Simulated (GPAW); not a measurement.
# Geometry or basis: what sets the conductance of a Pt chain with a Cl atom bridging one bond, part 2 of 2

Aim: the conductance of a Pt chain with a Cl atom bridging one bond after relaxation, and whether geometry, basis or functional moves it most.

GPAW 26.7.0; GPAW LCAO, PAW setups; relaxation of the junction within the symmetry of its start, lead ends held (the session's first sound run).

So far, transmission at the Fermi level (one spin): step 3 (GPAW, dzp, PBE, GPAW) 2.57; step 4 (basis szp(dzp), PBE, GPAW) 2.56; step 5 (basis sz(dzp), PBE, GPAW) 2.53; step 6 (LDA) 2.60.

### Step 7. The structure as built: geometry = "as built"

Level of this step: GPAW LCAO, PAW setups; Landauer transmission from Green's functions with principal layers (ASE), zero bias (GPAW).

The dzp basis with PBE on the structure as first built shows what the relaxation was worth.

run.py

```python
import json
import numpy as np
from ase import Atoms
from ase.transport.calculators import TransportCalculator
from gpaw import GPAW, FermiDirac
from gpaw.lcao.tools import get_lcao_hamiltonian
from scipy.linalg import eigh

# The junction with lead layers at both ends, along the third cell vector
device = Atoms(
    ['Pt', 'Pt', 'Pt', 'Pt', 'Pt', 'Pt', 'Pt', 'Pt', 'Cl', 'Pt', 'Pt', 'Pt', 'Pt', 'Pt', 'Pt', 'Pt', 'Pt'],
    positions=[
        [4.50000, 4.50000, 1.20000],
        [4.50000, 4.50000, 3.60000],
        [4.50000, 4.50000, 6.00000],
        [4.50000, 4.50000, 8.40000],
        [4.50000, 4.50000, 10.80000],
        [4.50000, 4.50000, 13.20000],
        [4.50000, 4.50000, 15.60000],
        [4.50000, 4.50000, 18.00000],
        [6.13751, 4.50000, 19.30000],
        [4.50000, 4.50000, 20.60000],
        [4.50000, 4.50000, 23.00000],
        [4.50000, 4.50000, 25.40000],
        [4.50000, 4.50000, 27.80000],
        [4.50000, 4.50000, 30.20000],
        [4.50000, 4.50000, 32.60000],
        [4.50000, 4.50000, 35.00000],
        [4.50000, 4.50000, 37.40000]],
    cell=[[9.0, 0.0, 0.0], [0.0, 9.0, 0.0], [0.0, 0.0, 38.6]],
    pbc=True)

# One principal layer of the lead: the first 5 atoms of the device
lead = Atoms(
    ['Pt', 'Pt', 'Pt', 'Pt', 'Pt'],
    positions=[
        [4.50000, 4.50000, 1.20000],
        [4.50000, 4.50000, 3.60000],
        [4.50000, 4.50000, 6.00000],
        [4.50000, 4.50000, 8.40000],
        [4.50000, 4.50000, 10.80000]],
    cell=[[9.0, 0.0, 0.0], [0.0, 9.0, 0.0], [0.0, 0.0, 12.0]],
    pbc=True)

settings = dict(mode='lcao', basis='dzp', xc='PBE', h=0.2,
                occupations=FermiDirac(0.1), maxiter=250,
                mixer=dict(beta=0.1, nmaxold=8, weight=100.0),
                convergence=dict(density=0.0001))
energies = np.arange(-2, 2 + 1e-9, 0.025)
eta = 0.0001
n1, n2 = 1, 1
# k and -k transmit alike, so half of the mesh across the current serves
mesh = [(i, j) for i in range(n1) for j in range(n2) if (i, j) <= (-i % n1, -j % n2)]
weights = np.array([1 if (i, j) == (-i % n1, -j % n2) else 2 for i, j in mesh]) / (n1 * n2)

# [... helper functions left out ...]
fermi_lead = ground_state(lead, (1, 1, 10), 'lead.txt')
fermi_device = ground_state(device, (1, 1, 2), 'device.txt')
# [... loop over the mesh left out, but for ...]
        # Shift the lead onto the potential of the device's first layer
        shift = ((H[:, 0, 0] - H0[:, 0, 0]) / S0[0, 0]).real.mean()
# [...]
kT = 8.617333e-5 * 300
bias = [0.1, 0.2, 0.5, 1.0, 1.5, 2.0]
# [... integrals and printing left out ...]
```

Run with:

```console
$ OMP_NUM_THREADS=1 OPENBLAS_NUM_THREADS=1 python run.py
```

Log:

```text
basis functions: device 445, principal layer 135
Fermi level: lead -4.5367 eV, device -4.3929 eV; lead shifted by 0.0005 eV
largest coupling past the next layer 8.09e-06 eV, largest misfit of the first layer 0.071 eV
  E-E_F (eV)   T (one spin)  [channel counts left out]
    -2.000    2.0168e+00
    -1.975    2.0318e+00
    -1.950    2.0429e+00
[...]
1.975    6.2890e-02
     2.000    7.2441e-02
conductance at 300 K: 2.0953 G0 a cell; thermopower 0.6893 uV/K
current from the zero-bias T(E) at 0.1 V: 16.222 uA
current from the zero-bias T(E) at 0.2 V: 32.369 uA
current from the zero-bias T(E) at 0.5 V: 79.782 uA
current from the zero-bias T(E) at 1.0 V: 165.69 uA
current from the zero-bias T(E) at 1.5 V: 243.09 uA
current from the zero-bias T(E) at 2.0 V: 313.08 uA
```

Elapsed: 3 min, on 1 thread of Arm Neoverse V2, shared host; peak memory 1.5 GiB.

Numbers from this step:

- conductance: 2.095 G₀
- largest coupling past the next principal layer: 8.09e-6 eV
- largest misfit of the first principal layer: 0.07093 eV
- shift that aligns the lead: 4.59e-4 eV
- transmission at the Fermi level (one spin): 2.100

One spin. The transmission, zone mean by energy, zero at the Fermi level:

| energy (eV) | transmission, zone mean |
| --- | --- |
| -2.000 | 2.02 |
| -1.900 | 2.05 |
| -1.800 | 2.01 |
| -1.700 | 1.80 |
| -1.600 | 2.36 |
| -1.550 | 3.79 |
| -1.500 | 3.25 |
| -1.400 | 3.01 |
| -1.300 | 2.91 |
| -1.200 | 3.33 |
| -1.100 | 3.40 |
| -1.000 | 3.54 |
| -0.900 | 3.34 |
| -0.800 | 3.03 |
| -0.700 | 2.78 |
| -0.600 | 2.69 |
| -0.500 | 2.79 |
| -0.400 | 3.12 |
| -0.375 | 3.16 |
| -0.300 | 2.45 |
| -0.200 | 2.06 |
| -0.100 | 2.10 |
| 0.000 | 2.10 |
| 0.100 | 2.06 |
| 0.200 | 1.98 |
| 0.300 | 1.82 |
| 0.400 | 1.64 |
| 0.500 | 1.48 |
| 0.600 | 1.31 |
| 0.700 | 1.08 |
| 0.800 | 0.673 |
| 0.900 | 0.191 |
| 1.000 | 0.0311 |
| 1.100 | 0.00173 |
| 1.200 | 4.4e-4 |
| 1.300 | 0.00176 |
| 1.400 | 0.00134 |
| 1.500 | 1.7e-4 |
| 1.600 | 6.1e-4 |
| 1.700 | 0.00543 |
| 1.800 | 0.0174 |
| 1.900 | 0.0390 |
| 2.000 | 0.0724 |

The conductance, 2.10 G₀, lies 18 % below that of the dzp run.

### Step 8. All levels side by side

Times are for 1 thread of Arm Neoverse V2, shared host. Results by setting:

| no. | run | conductance (G₀) | time | memory (GiB) |
| --- | --- | --- | --- | --- |
| 1 | dzp | 2.568 | 3 min | 1.5 |
| 2 | szp | 2.560 | 94 s | 1.4 |
| 3 | sz | 2.528 | 75 s | 1.4 |
| 4 | dzp LDA | 2.594 | 2.8 min | 1.5 |
| 5 | asbuilt | 2.095 | 3 min | 1.5 |

### Step 9. The levels side by side

The curves are compared point by point over the common energies.

This step: comparison of transmission and cost over codes, levels and geometry (GPAW 26.7.0).

Ladder, by row:

| step | code | T at the Fermi level (sum over the listed spins) | conductance (G0) | r.m.s. T(E) from the first | wall time (s) | peak memory (GiB) | threads |
| --- | --- | --- | --- | --- | --- | --- | --- |
| dzp | GPAW | 2.571 | 2.568 | 0 | 182.4 | 1.47 | 1 |
| szp | GPAW | 2.563 | 2.56 | 0.1093 | 93.97 | 1.41 | 1 |
| sz | GPAW | 2.531 | 2.528 | 0.1269 | 75.23 | 1.36 | 1 |
| dzp-LDA | GPAW | 2.597 | 2.594 | 0.1521 | 166.2 | 1.47 | 1 |
| asbuilt | GPAW | 2.1 | 2.095 | 0.4484 | 178.4 | 1.47 | 1 |

Table of transmission, zone mean, sum over the listed spins by energy, zero at the Fermi level:

| energy (eV) | dzp | szp | sz | dzp-LDA | asbuilt |
| --- | --- | --- | --- | --- | --- |
| -2.000 | 2.24 | 2.20 | 2.21 | 2.24 | 2.02 |
| -1.800 | 2.37 | 2.32 | 2.32 | 2.38 | 2.01 |
| -1.600 | 2.50 | 2.42 | 2.42 | 2.53 | 2.36 |
| -1.575 | 2.55 | 2.43 | 2.44 | 3.55 | 2.64 |
| -1.550 | 3.34 | 2.45 | 2.45 | 2.55 | 3.79 |
| -1.400 | 2.70 | 2.59 | 2.56 | 2.66 | 3.01 |
| -1.325 | 2.99 | 2.79 | 2.68 | 3.00 | 2.92 |
| -1.200 | 4.06 | 4.12 | 4.07 | 3.74 | 3.33 |
| -1.000 | 4.13 | 4.12 | 4.16 | 4.11 | 3.54 |
| -0.975 | 4.09 | 4.08 | 4.12 | 4.14 | 3.52 |
| -0.800 | 3.39 | 3.32 | 3.40 | 3.59 | 3.03 |
| -0.600 | 3.00 | 3.00 | 3.03 | 3.09 | 2.69 |
| -0.400 | 3.16 | 3.22 | 3.22 | 3.16 | 3.12 |
| -0.200 | 2.61 | 2.61 | 2.59 | 2.63 | 2.06 |
| 0.000 | 2.57 | 2.56 | 2.53 | 2.60 | 2.10 |
| 0.200 | 2.42 | 2.40 | 2.36 | 2.45 | 1.98 |
| 0.400 | 1.36 | 1.29 | 1.33 | 1.38 | 1.64 |
| 0.600 | 0.873 | 0.722 | 0.619 | 0.884 | 1.31 |
| 0.800 | 0.0511 | 0.0440 | 0.00408 | 0.0516 | 0.673 |
| 1.000 | 0.00117 | 0.00279 | 0.0158 | 4.2e-4 | 0.0311 |
| 1.200 | 0.0579 | 0.0355 | 0.132 | 0.0684 | 4.4e-4 |
| 1.400 | 0.259 | 0.196 | 0.325 | 0.279 | 0.00134 |
| 1.600 | 0.496 | 0.417 | 0.511 | 0.514 | 6.1e-4 |
| 1.800 | 0.679 | 0.608 | 0.654 | 0.691 | 0.0174 |
| 2.000 | 0.801 | 0.744 | 0.756 | 0.807 | 0.0724 |

### Step 10. Temperature 30

Temperature enters only through the Fermi window.

This step: GPAW LCAO, PAW setups; Landauer transmission from Green's functions with principal layers (ASE), zero bias (GPAW 26.7.0).

Edit run.py of step 7 so:

```diff
@@ -19,5 +19,5 @@
         [4.50000, 4.50000, 15.60000],
-        [4.50000, 4.50000, 18.00000],
-        [6.13751, 4.50000, 19.30000],
-        [4.50000, 4.50000, 20.60000],
+        [4.39804, 4.50000, 18.00410],
+        [6.33509, 4.50000, 19.30000],
+        [4.39804, 4.50000, 20.59590],
         [4.50000, 4.50000, 23.00000],
@@ -62,3 +62,3 @@
 # [...]
-kT = 8.617333e-5 * 300
+kT = 8.617333e-5 * 30
 bias = [0.1, 0.2, 0.5, 1.0, 1.5, 2.0]
```

Log:

```text
basis functions: device 445, principal layer 135
Fermi level: lead -4.5367 eV, device -4.4222 eV; lead shifted by -0.0000 eV
largest coupling past the next layer 8.09e-06 eV, largest misfit of the first layer 0.059 eV
  E-E_F (eV)   T (one spin)  [channel counts left out]
    -2.000    2.2429e+00
    -1.975    2.2616e+00
    -1.950    2.2795e+00
    -1.925    2.2967e+00
    -1.900    2.3133e+00
    -1.875    2.3293e+00
    -1.850    2.3449e+00
    -1.825    2.3600e+00
    -1.800    2.3748e+00
    -1.775    2.3894e+00
    -1.750    2.4039e+00
    -1.725    2.4183e+00
    -1.700    2.4330e+00
    -1.675    2.4482e+00
    -1.650    2.4643e+00
    -1.625    2.4822e+00
[...]
1.825    6.9732e-01
     1.850    7.1462e-01
     1.875    7.3101e-01
     1.900    7.4652e-01
     1.925    7.6119e-01
     1.950    7.7506e-01
     1.975    7.8818e-01
     2.000    8.0059e-01
conductance at 30 K: 2.5707 G0 a cell; thermopower 0.1295 uV/K
current from the zero-bias T(E) at 0.1 V: 19.909 uA
current from the zero-bias T(E) at 0.2 V: 39.768 uA
current from the zero-bias T(E) at 0.5 V: 98.516 uA
current from the zero-bias T(E) at 1.0 V: 188.07 uA
current from the zero-bias T(E) at 1.5 V: 260.54 uA
current from the zero-bias T(E) at 2.0 V: 332.6 uA
```

It took 3 min on 1 thread; peak memory 1.5 GiB.

This step gave:

| Item | Value |
| --- | --- |
| conductance | 2.571 G₀ |
| largest misfit of the first principal layer | 0.05874 eV |
| shift that aligns the lead | -1.64e-5 eV |
| transmission at the Fermi level (one spin) | 2.571 |

One spin. The transmission, zone mean by energy, zero at the Fermi level:

energy (eV), transmission, zone mean and a bar:
```
   -2.000       2.24 ################
   -1.900       2.31 #################
   -1.800       2.37 #################
   -1.700       2.43 ##################
   -1.600       2.50 ##################
   -1.550       3.34 ########################
   -1.500       2.55 ###################
   -1.400       2.70 ####################
   -1.325       2.99 ######################
   -1.300       2.55 ###################
   -1.200       4.06 #############################
   -1.100       3.93 #############################
   -1.000       4.13 ##############################
   -0.900       3.79 ###########################
   -0.800       3.39 #########################
   -0.700       3.13 #######################
   -0.600       3.00 ######################
   -0.500       2.96 #####################
   -0.400       3.16 #######################
   -0.300       2.84 #####################
   -0.200       2.61 ###################
   -0.100       2.60 ###################
    0.000       2.57 ###################
    0.100       2.51 ##################
    0.200       2.42 ##################
    0.300       2.29 #################
    0.400       1.36 ##########
    0.500       1.11 ########
    0.600       0.87 ######
    0.700       0.37 ###
    0.800       0.05 
    0.900       0.02 
    1.000       0.00 
    1.100       0.01 
    1.200       0.06 
    1.300       0.15 #
    1.400       0.26 ##
    1.500       0.38 ###
    1.600       0.50 ####
    1.700       0.60 ####
    1.800       0.68 #####
    1.900       0.75 #####
    2.000       0.80 ######
```

Not self-consistent under bias; the bias window is split evenly. Table of current through one cell, from the zero-bias transmission by bias:

| bias (V) | current through one cell, from the zero-bias transmission (μA) |
| --- | --- |
| 0.100 | 19.9 |
| 0.200 | 39.8 |
| 0.500 | 98.5 |
| 1.000 | 188 |
| 1.500 | 261 |
| 2.000 | 333 |

Table of transmission of the three most open eigenchannels by energy, zero at the Fermi level:

| energy (eV) | channel 1 | channel 2 | channel 3 |
| --- | --- | --- | --- |
| -2.000 | 0.982 | 0.728 | 0.532 |
| -1.800 | 0.986 | 0.739 | 0.649 |
| -1.600 | 0.992 | 0.774 | 0.738 |
| -1.400 | 0.999 | 0.806 | 0.699 |
| -1.200 | 0.951 | 0.902 | 0.823 |
| -1.000 | 0.944 | 0.928 | 0.809 |
| -0.800 | 0.978 | 0.845 | 0.730 |
| -0.600 | 0.998 | 0.822 | 0.764 |
| -0.400 | 0.996 | 0.805 | 0.784 |
| -0.200 | 0.998 | 0.813 | 0.797 |
| 0.000 | 0.997 | 0.837 | 0.722 |
| 0.200 | 0.996 | 0.811 | 0.604 |
| 0.400 | 0.722 | 0.557 | 0.0829 |
| 0.600 | 0.521 | 0.341 | 0.0112 |
| 0.800 | 0.0511 | 8.6e-7 | 7.3e-10 |
| 1.000 | 0.00117 | 7.7e-7 | 8.1e-11 |
| 1.200 | 0.0579 | 9.3e-7 | 0 |
| 1.400 | 0.259 | 9.4e-7 | 0 |
| 1.600 | 0.496 | 9.5e-7 | 0 |
| 1.800 | 0.679 | 9.7e-7 | 0 |
| 2.000 | 0.801 | 9.8e-7 | 0 |

With these changes, and at 30 K in place of 300 K, the conductance is 2.57 G₀ against 2.57 in the dzp run; T at the Fermi level, which temperature doesn't enter, is 2.57 against 2.57.

### Step 11. What came out

| Item | Value |
| --- | --- |
| conductance | 2.57 G₀ |
| transmission at the Fermi level, mean of the spins | 2.57 |
| thermopower | about 0 (under 1.5 μV/K) |

In the dzp basis the junction conducts 2.57 G₀ at 300 K, with T = 2.57 a spin at the Fermi level; the sz basis reaches that conductance within 10 %. Relaxation moved atoms by up to 0.20 Å and took the conductance from 2.10 to 2.57 G₀, as a ratio a larger change than the step from dzp to the minimal basis. At the Fermi level the three most open eigenchannels pass 1.00, 0.84 and 0.72. Measured against the first run (dzp), the nearest curve is that of szp (r.m.s. 0.11) and the farthest that of asbuilt (0.45). Over the compared runs wall time goes from 75 s (sz) to 182 s (dzp), on a shared host. The leads kept an estimated spacing and the cell its length, so the junction may be under some tension or compression. The geometry comes from the orbital basis, which tends to overbind, and kept the symmetry of the start, so a structure of lower symmetry may lie lower. The run had no spin polarisation, so a magnetic state, which chains and small molecules with open shells often have, wasn't tested. Spin-orbit coupling is left out, which matters for the heavy atoms here. An evenly spaced straight chain is an idealisation: free chains tend to dimerise, zigzag or, where a band edge lies near the Fermi level, turn magnetic. The currents use the zero-bias T(E) throughout, which holds only while the bias is small against the distance to the nearest feature.

[Logs are printed without paths, hosts, clocks, repeated set-up lines and the standing remarks that a program may print on its own settings, such as how far it seeks lower states.]

[Hosts, paths, dates, database ids (printed as entryN), source tags and the programs' standing remarks are cut or masked in the printed files.]
